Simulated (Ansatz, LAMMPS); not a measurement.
**Relaxing ionic liquid EMIM+ methanesulfonate with Li salt, from a frame at 450 K (144 atoms)**

Wanted: the relaxed structure of ionic liquid EMIM+ methanesulfonate with Li salt, from a frame at 450 K (144 atoms) and its electronic structure.

Calculated with Ansatz 0.2.0; Kohn-Sham DFT, LDA, PAW (set soft_2), plane waves.

## 1. Set-up

The cell holds 144 atoms: 36 C, 10 N, 73 H, 6 S, 18 O and 1 Li. Cell: a = 11.449 Å, b = 11.449 Å, c = 11.449 Å, α = 90.0°, β = 90.0°, γ = 90.0°. 5 EMIM+, 6 methanesulfonate, 1 Li+ placed at random, at 1.25 g/cm³; overlaps pushed apart, then 10 ps at 700 K with Joung-Cheatham ions (J. Phys. Chem. B 112, 9020 (2008)); MMFF94 bonds, angles, torsions, charges and radii (Halgren, J. Comput. Chem. 17, 490 (1996)) in harmonic and 12-6 forms; charges of ions scaled by 0.8. Snapshot after 30 ps at 450 K and fixed volume.

Limits known from the start: The network of contacts between molecules at the start is that of the classical potential that made the cell. The functional has no dispersion term, which matters for the binding between molecules or layers, where LDA binds through overlap of densities alone. The density was typed from a rule of thumb and may lie off the real one at this temperature. Only the Γ point is sampled, in a cell whose shortest periodic width is 11 Å.

## 2. The classical run that made the cell

A classical potential supplies the starting structure, since it reaches far longer times than DFT.

This step: classical MD, Joung-Cheatham ions (J. Phys. Chem. B 112, 9020 (2008)); MMFF94 bonds, angles, torsions, charges and radii (Halgren, J. Comput. Chem. 17, 490 (1996)) in harmonic and 12-6 forms; charges of ions scaled by 0.8 (LAMMPS 22 Jul 2025 - Update 4).

in.lmp

```
# ionic liquid EMIM+ methanesulfonate with Li salt
units real
atom_style full
boundary p p p
bond_style harmonic
angle_style harmonic
dihedral_style opls
improper_style harmonic
special_bonds lj 0 0 0.5 coul 0 0 0.75
read_data data.lmp
neigh_modify delay 0 every 1 check yes one 4000
comm_modify cutoff 12.0
timestep 0.5
thermo_style custom step time temp pe press density
thermo_modify norm yes
# push overlapping molecules apart
pair_style soft 2.6
pair_coeff * * 0.0
variable a equal ramp(1,60)
fix ad all adapt 1 pair soft a * * v_a
velocity all create 700 233881 mom yes dist gaussian
fix lim all nve/limit 0.03
fix lan all langevin 700 700 50 233882 zero yes
thermo 1000
run 3000 post no
unfix ad
pair_style lj/cut/coul/long 9.0
pair_modify mix arithmetic tail yes
pair_coeff 1 1 0.0678 3.3680   # C
pair_coeff 2 2 0.0721 3.1460   # N
pair_coeff 3 3 0.0678 3.5860   # C
pair_coeff 4 4 0.0678 3.3270   # C
pair_coeff 5 5 0.0216 2.5400   # H
pair_coeff 6 6 0.2681 3.4180   # S
# [... 20 lines left out ...]
compute msd all msd com yes
thermo 7500
fix md all nvt temp 450 450 100
run 30000 post no
print "== T450: mean square displacement over the hold $(c_msd[4]:%.2f) A^2"
unfix md
uncompute msd
write_dump all custom T450.dump id type xs ys zs modify sort id
```

The run is started by

```sh
$ lmp -in in.lmp -log none -nocite
```

What it wrote:

```text
LAMMPS (22 Jul 2025 - Update 4)
Reading data file ...
  orthogonal box = (0 0 0) to (11.44905 11.44905 11.44905)
  144 atoms
  orthogonal box = (0 0 0) to (11.44905 11.44905 11.44905)
  137 bonds
  237 angles
  199 dihedrals
  25 impropers
WARNING: Bond/angle/dihedral extent > half of periodic box length
   Step          Time           Temp          PotEng         Press         Density
         0   0              700            0.51631758    -1027.8431      1.2540009
      1000   500            595.05623      2.5015884      26791.689      1.2540009
      2000   1000           608.23593      2.2888612      39218.764      1.2540009
      3000   1500           584.4806       2.1813861      44010.643      1.2540009
WARNING: Bond/angle/dihedral extent > half of periodic box length
Loop time of 0.290777 s on 1 MPI rank(s) for 3000 steps with 144 atoms
PPPM initialization ...
WARNING: System is not charge neutral, net charge = -0.00048
  G vector (1/distance) = 0.31114601
  grid = 8 8 8
  estimated relative force accuracy = 1.7977452e-05
WARNING: Bond/angle/dihedral extent > half of periodic box length
   Step          Time           Temp          PotEng         Press         Density
[... 18 lines left out ...]
Loop time of 1.05957 s on 1 MPI rank(s) for 2000 steps with 144 atoms
WARNING: Bond/angle/dihedral extent > half of periodic box length
   Step          Time           Temp          PotEng         Press         Density
      2000   1000           552.84508     -1.352722       9765.7452      1.2540009
[... 5 lines left out ...]
WARNING: Bond/angle/dihedral extent > half of periodic box length
Loop time of 5.63757 s on 1 MPI rank(s) for 10000 steps with 144 atoms
WARNING: Bond/angle/dihedral extent > half of periodic box length
   Step          Time           Temp          PotEng         Press         Density
[... 4 lines left out ...]
WARNING: Bond/angle/dihedral extent > half of periodic box length
Loop time of 2.76555 s on 1 MPI rank(s) for 5000 steps with 144 atoms
WARNING: Bond/angle/dihedral extent > half of periodic box length
   Step          Time           Temp          PotEng         Press         Density
[... 2 lines left out ...]
     30000   29000          421.27874     -1.9957652      5581.3864      1.2540009
     37500   36500          464.00182     -1.8877235      9534.6049      1.2540009
     45000   44000          419.55293     -1.8189663     -4206.2222      1.2540009
     47000   46000          474.36985     -2.1137584      8203.0206      1.2540009
WARNING: Bond/angle/dihedral extent > half of periodic box length
Loop time of 16.5044 s on 1 MPI rank(s) for 30000 steps with 144 atoms
== T450: mean square displacement over the hold 3.04 A^2
```

Run time: 27 s. Hardware: 1 thread of Intel Xeon Platinum 8488C (Sapphire Rapids), shared host; peak memory 0.12 GiB.

The input also reads data.lmp (atoms, bonds and types; not printed here).

## 3. Single point at the start

The forces at the start show how far the geometry lies from a minimum of this functional.

input.yaml

```yaml
crystal:
  lattice:
    - [11.44905, 0.0, 0.0]
    - [0.0, 11.44905, 0.0]
    - [0.0, 0.0, 11.44905]
  atoms:
    - { symbol: C, position: [0.83358, 0.1394, 0.40925] }
    - { symbol: C, position: [0.71025, 0.14889, 0.35399] }
    - { symbol: "N", position: [0.63369, 0.0553, 0.36375] }
    - { symbol: C, position: [0.65883, 0.93818, 0.33901] }
    - { symbol: C, position: [0.56386, 0.8752, 0.38709] }
    - { symbol: "N", position: [0.49564, 0.95555, 0.44064] }
    - { symbol: C, position: [0.38959, 0.93595, 0.50858] }
    - { symbol: C, position: [0.53803, 0.06204, 0.42696] }
    - { symbol: H, position: [0.88461, 0.22065, 0.40209] }
    - { symbol: H, position: [0.82961, 0.12758, 0.50016] }
    - { symbol: H, position: [0.8954, 0.08096, 0.36258] }
    - { symbol: H, position: [0.72645, 0.16453, 0.2661] }
    - { symbol: H, position: [0.68347, 0.2288, 0.40372] }
    - { symbol: H, position: [0.74287, 0.91507, 0.30441] }
    - { symbol: H, position: [0.53525, 0.78691, 0.37531] }
    - { symbol: H, position: [0.33115, 0.88155, 0.45285] }
    - { symbol: H, position: [0.41355, 0.89614, 0.58855] }
    - { symbol: H, position: [0.34443, 0.01741, 0.51007] }
    - { symbol: H, position: [0.50255, 0.13708, 0.46088] }
    - { symbol: C, position: [0.52135, 0.42518, 0.11486] }
    - { symbol: C, position: [0.50277, 0.54814, 0.09209] }
    - { symbol: "N", position: [0.39684, 0.57096, 0.01949] }
    - { symbol: C, position: [0.30104, 0.63873, 0.05012] }
    - { symbol: C, position: [0.23805, 0.65218, 0.95148] }
    - { symbol: "N", position: [0.28035, 0.57067, 0.87284] }
    - { symbol: C, position: [0.24138, 0.54242, 0.7572] }
    - { symbol: C, position: [0.38382, 0.52376, 0.91292] }
    - { symbol: H, position: [0.53177, 0.38216, 0.03583] }
    - { symbol: H, position: [0.5931, 0.42241, 0.18038] }
    - { symbol: H, position: [0.44744, 0.39859, 0.15701] }
    - { symbol: H, position: [0.5686, 0.59465, 0.03928] }
    - { symbol: H, position: [0.50455, 0.6027, 0.1729] }
    [... 106 atom lines left out ...]
    - { symbol: O, position: [0.65825, 0.65789, 0.55962] }
    - { symbol: O, position: [0.72276, 0.46629, 0.48873] }
    - { symbol: H, position: [0.499, 0.51022, 0.64326] }
    - { symbol: H, position: [0.47459, 0.42587, 0.50568] }
    - { symbol: H, position: [0.42746, 0.56554, 0.51882] }
    - { symbol: Li, position: [0.17409, 0.96724, 0.96741] }
kpoints:
  mp_grid: { grid: [1, 1, 1] }
hamiltonian:
  xc: lda
scf:
  occupations: { method: fixed }
output:
  forces: true
  stress: true
  populations: true
  dos:
    method: { smearing: { sigma: 0.1 } }
    de: 0.1
    projected: { site_lists: { C: [C], H: [H], Li: [Li], "N": ["N"], O: [O] } }
  eigenvalues: true
```

The run is started by

```sh
$ ansatz run input.yaml --threads 4 --pin off --max-ram 8192MiB --backend cpu --events-out ev --progress --plain --runs-dir out
```

What it wrote:

```text
Engine: ansatz 0.2.0, x86_64-unknown-linux-gnu
Pseudopotentials: kind: paw
Pseudopotential: C, paw, valence charge 4, recommended cutoff 420 eV (normal), C.paw.azcp
Pseudopotential: N, paw, valence charge 5, recommended cutoff 420 eV (normal), N.paw.azcp
Pseudopotential: H, paw, valence charge 1, recommended cutoff 420 eV (normal), H.paw.azcp
Pseudopotential: S, paw, valence charge 6, recommended cutoff 420 eV (normal), S.paw.azcp
Pseudopotential: O, paw, valence charge 6, recommended cutoff 420 eV (normal), O.paw.azcp
Pseudopotential: Li, paw, valence charge 3, recommended cutoff 420 eV (normal), Li.paw.azcp
[... 3 lines on functional and potentials left out ...]
Crystal: 144 atoms, lattice volume = 1500.750 Å³
Basis set: ecut = 420 eV, 29423 PW (Γ)
Bands: 351, of which v1, the nominal top of the filled ones, is band 207 counted from 1 (206 counted from 0)
Symmetry: 1 space group operations
Space group: P1 (ITA 1), of the structure as read, at distance tolerance 1.1e-4 Å
k-points: 1
[... 17 lines on functional and potentials left out ...]
Initial density: superposition of atomic densities (neutral atoms: chi_scale 0, normalization atom), corrected by the library's trained network
Initial wavefunctions: pseudopotential atomic-orbital guess
Functional: x = slater, c = lda
SCF iter   1: F=—  HF=-29034.286973 eV  |F-HF|=—  |Δ(HF+E_count)|=         —  Δρ=1.09e-2  dr2=1.37e0  ethr=1.77e-3  ⟨swp⟩=4.0  Hψ=1321  notcnv=0  defer=141
preconditioner: auto → Resta (q_TF=auto, 2.201 Å⁻¹)  ε∞=2.6  [insulator: Δε(μ)=3.107 eV  Ē_g=15.219 eV  n_scr=256 (ndim 8)  ℏωp=19.0 eV  f_vac=0.208  ε∞_Penn≈2.6]
SCF iter   2: F=—  HF=-29033.881958 eV  |F-HF|=—  |Δ(HF+E_count)|=   4.05e-1  Δρ=4.59e-3  dr2=2.41e-1  ethr=3.30e-4  ⟨swp⟩=3.0  Hψ=613  notcnv=0  defer=142
SCF iter   3: F=—  HF=-29033.805705 eV  |F-HF|=—  |Δ(HF+E_count)|=   7.63e-2  Δρ=1.98e-3  dr2=6.18e-2  ethr=5.82e-5  ⟨swp⟩=2.0  Hψ=412  notcnv=0  defer=142
SCF iter   4: F=—  HF=-29033.786646 eV  |F-HF|=—  |Δ(HF+E_count)|=   1.91e-2  Δρ=4.48e-4  dr2=4.45e-3  ethr=1.49e-5  ⟨swp⟩=2.0  Hψ=364  notcnv=0  defer=142
SCF iter   5: F=—  HF=-29033.786210 eV  |F-HF|=—  |Δ(HF+E_count)|=   4.35e-4  Δρ=3.06e-4  dr2=1.45e-3  ethr=1.08e-6  ⟨swp⟩=2.0  Hψ=588  notcnv=0  defer=142
SCF iter   6: F=—  HF=-29033.786023 eV  |F-HF|=—  |Δ(HF+E_count)|=   1.87e-4  Δρ=1.23e-4  dr2=2.27e-4  ethr=3.50e-7  ⟨swp⟩=2.0  Hψ=416  notcnv=0  defer=141
SCF iter   7: F=—  HF=-29033.785991 eV  |F-HF|=—  |Δ(HF+E_count)|=   3.17e-5  Δρ=3.89e-5  dr2=2.47e-5  ethr=5.47e-8  ⟨swp⟩=2.0  Hψ=416  notcnv=0  defer=140
SCF iter   8: F=—  HF=-29033.786141 eV  |F-HF|=—  |Δ(HF+E_count)|=   1.50e-4  Δρ=1.43e-5  dr2=3.23e-6  ethr=5.98e-9  ⟨swp⟩=2.0  Hψ=416  notcnv=0  defer=137
SCF iter   9: F=—  HF=-29033.786143 eV  |F-HF|=—  |Δ(HF+E_count)|=   1.52e-6  Δρ=7.24e-6  dr2=8.16e-7  ethr=7.79e-10  ⟨swp⟩=2.0  Hψ=417  notcnv=0  defer=137
SCF iter  10: F=—  HF=-29033.786143 eV  |F-HF|=—  |Δ(HF+E_count)|=   1.84e-7  Δρ=2.66e-6  dr2=1.11e-7  ethr=1.97e-10  ⟨swp⟩=2.0  Hψ=415  notcnv=0  defer=137
SCF iter  11: F=-29033.786143 eV  HF=-29033.786143 eV  |F-HF|=8.54e-9  |Δ(HF+E_count)|=   2.82e-8  Δρ=9.33e-7  dr2=1.43e-8  ethr=2.42e-11  ⟨swp⟩=18.0  Hψ=2422  notcnv=0
SCF 1 converged in 11 iterations: F = -29033.786143 eV  dr2 = 1.43e-8
  greatest PAW one-centre occupation: 1.000 electrons in one spin orbital (limit 2), on the Li atom at site 143 (counted from 0), in its partial waves of l = 0
SCF converged after 11 iterations
Free energy (F): -29033.786143 eV
Harris-Foulkes:  -29033.786143 eV  (|F-HF|=8.54e-9)
Internal energy: -29033.786143 eV  (E = F + TS)
E sigma→0 (E₀):  -29033.786143 eV
Fermi energy:    0.237852 eV
--- Per-component energies (eV) ---
  E_band       = -3268.827199
  E_kinetic    = 9505.265445
  E_local      = -30422.182384  (includes V_loc(G=0)·N_el)
  E_nonlocal   = 2655.430314
  E_hartree    = 11090.012032
  E_xc         = -4824.103878
  E_vxc        = -5924.199095  (∫ρ·V_xc dr)
  E_paw        = -10631.769730  (= ΣΔE_a)
  E_vpaw       = -1263.117417  (= ΣTr[D̂ρ^β])
  E_aug_tail   = -0.049446  (compensation charges beyond the density's cutoff)
  E_ewald      = -6412.114677
  E_core_change = 5.726182  (= ΣΔE_core)
  E_smearing   = -0.000000  (= −TS)
  E_closure    = 0.000000  (closes the sum)
  Σ components = -29033.786143   (vs F -29033.786143, Δ=0.00e0)
--- Forces (eV/Å), atoms counted from 1 ---
  atom   1  C      0.39723897    -0.27991613    -1.99596279
  atom   2  C      2.53973196     1.95506651     2.20065559
  atom   3  N      0.48499335    -2.06636997     0.98285506
  atom   4  C     -2.42582253     0.28344476     1.48120744
  atom   5  C      1.94921926     1.79747723    -0.97106069
  atom   6  N     -0.76296436     0.41053205     0.45963512
  atom   7  C      0.33181187    -0.76422173    -2.99080963
  atom   8  C      0.45056291    -2.26381338    -0.94446503
  atom   9  H     -0.60239184     0.55860888    -0.25502770
  atom  10  H     -0.10343478    -0.78750278     1.73081070
  atom  11  H     -0.50088578    -0.56002571     0.39346574
  atom  12  H      0.07710792     0.83065823    -2.35180826
  atom  13  H     -0.90614091    -0.43182916    -0.74592563
  atom  14  H      0.40887593    -0.39270623    -0.52345904
[...]
atom 143  H      0.69476717     0.36064492    -0.06175544
  atom 144  Li    -0.35962242    -0.03334665     0.07523776
  max |Σ_I F_I| component: 2.56e-4 eV/Å
--- Stress (GPa, compression-positive) ---
        1.046730       0.276658       0.637660
        0.276658       1.765030       0.756636
        0.637660       0.756636       0.971015
  P = ⅓ Tr σ = 1.2609 GPa (12.609 kbar)
--- Band table (eV) ---
  k-point 0: bands = ["-41.5823", "-22.2544", "-22.2093", "-22.1787", [... 335 levels ...], "10.8121", "10.8551", "10.8822", "10.9524", "10.9716", "10.9980", "11.0850", "11.1152", "11.1408", "11.2056", "11.2566", "11.3430"]
--- Löwdin populations: 144 sites ---
  site symbol       q [e]
     0      C      4.5073
     1      C      4.2133
     2      N      4.9308
[...]
143     Li      2.2681
  spilling = 0.016607 (of n_electrons = 414.000000)
```

Wall time 11 s (4 threads of Intel Xeon Platinum 8488C (Sapphire Rapids), shared host); peak memory 1.8 GiB.

Reading the cycles: dr2 is the Hartree energy of the density residual (eV), the measure of convergence; HF is the Harris–Foulkes estimate of the energy, which meets the free energy F at convergence.

Read from the output:

| Item | Value |
| --- | --- |
| free energy | -29033.7861 eV |
| free energy per atom | -201.6235 eV/atom |
| SCF cycles | 11 |
| pressure | 1.261 GPa |
| r.m.s. force component | 1.093 eV/Å |
| longest force | 4.582 eV/Å |
| Fermi energy | 0.2379 eV |
| gap (highest filled to lowest empty level) | 2.822 eV |
| spilling of the projection | 0.01661 |

The r.m.s. force component of 1.1 eV/Å and the pressure of 1.3 GPa set the starting point.

Neighbours are counted within 1.34 Å (H-C), 1.85 Å (C-C), 1.79 Å (C-N), 2.21 Å (C-S), 1.88 Å (O-S), 2.38 Å (O-Li).

Length of the force by element and coordination:

| element | coordination | atoms | mean length of the force (eV/Å) | spread | least | most |
| --- | --- | --- | --- | --- | --- | --- |
| C | all | 36 | 2.19 | 0.780 | 0.805 | 3.89 |
| C | 3 | 15 | 2.37 | 0.813 | 1.07 | 3.72 |
| C | 4 | 21 | 2.06 | 0.729 | 0.805 | 3.89 |
| H | all | 73 | 1.20 | 0.669 | 0.161 | 3.29 |
| Li | all | 1 | 0.369 | 0 | 0.369 | 0.369 |
| N | all | 10 | 2.05 | 0.968 | 0.904 | 3.89 |
| O | all | 18 | 1.77 | 0.833 | 0.608 | 3.04 |
| O | 1 | 14 | 1.75 | 0.830 | 0.714 | 3.04 |
| O | 2 | 4 | 1.83 | 0.841 | 0.608 | 2.89 |
| S | all | 6 | 3.13 | 0.811 | 2.22 | 4.58 |

(Continued in part 2 of 3.)

[Logs are printed without paths, hosts, clocks, repeated set-up lines and the standing remarks that a program may print on its own settings, such as how far it seeks lower states.]

[Hosts, paths, dates, database ids (printed as entryN), source tags and the programs' standing remarks are cut or masked in the printed files.]

[The MMFF94 radii named for the starting cell were scaled by 0.96; in molecules described by MMFF94, hydrogen bound to N, O or S took a small fixed 12-6 site in their place.]
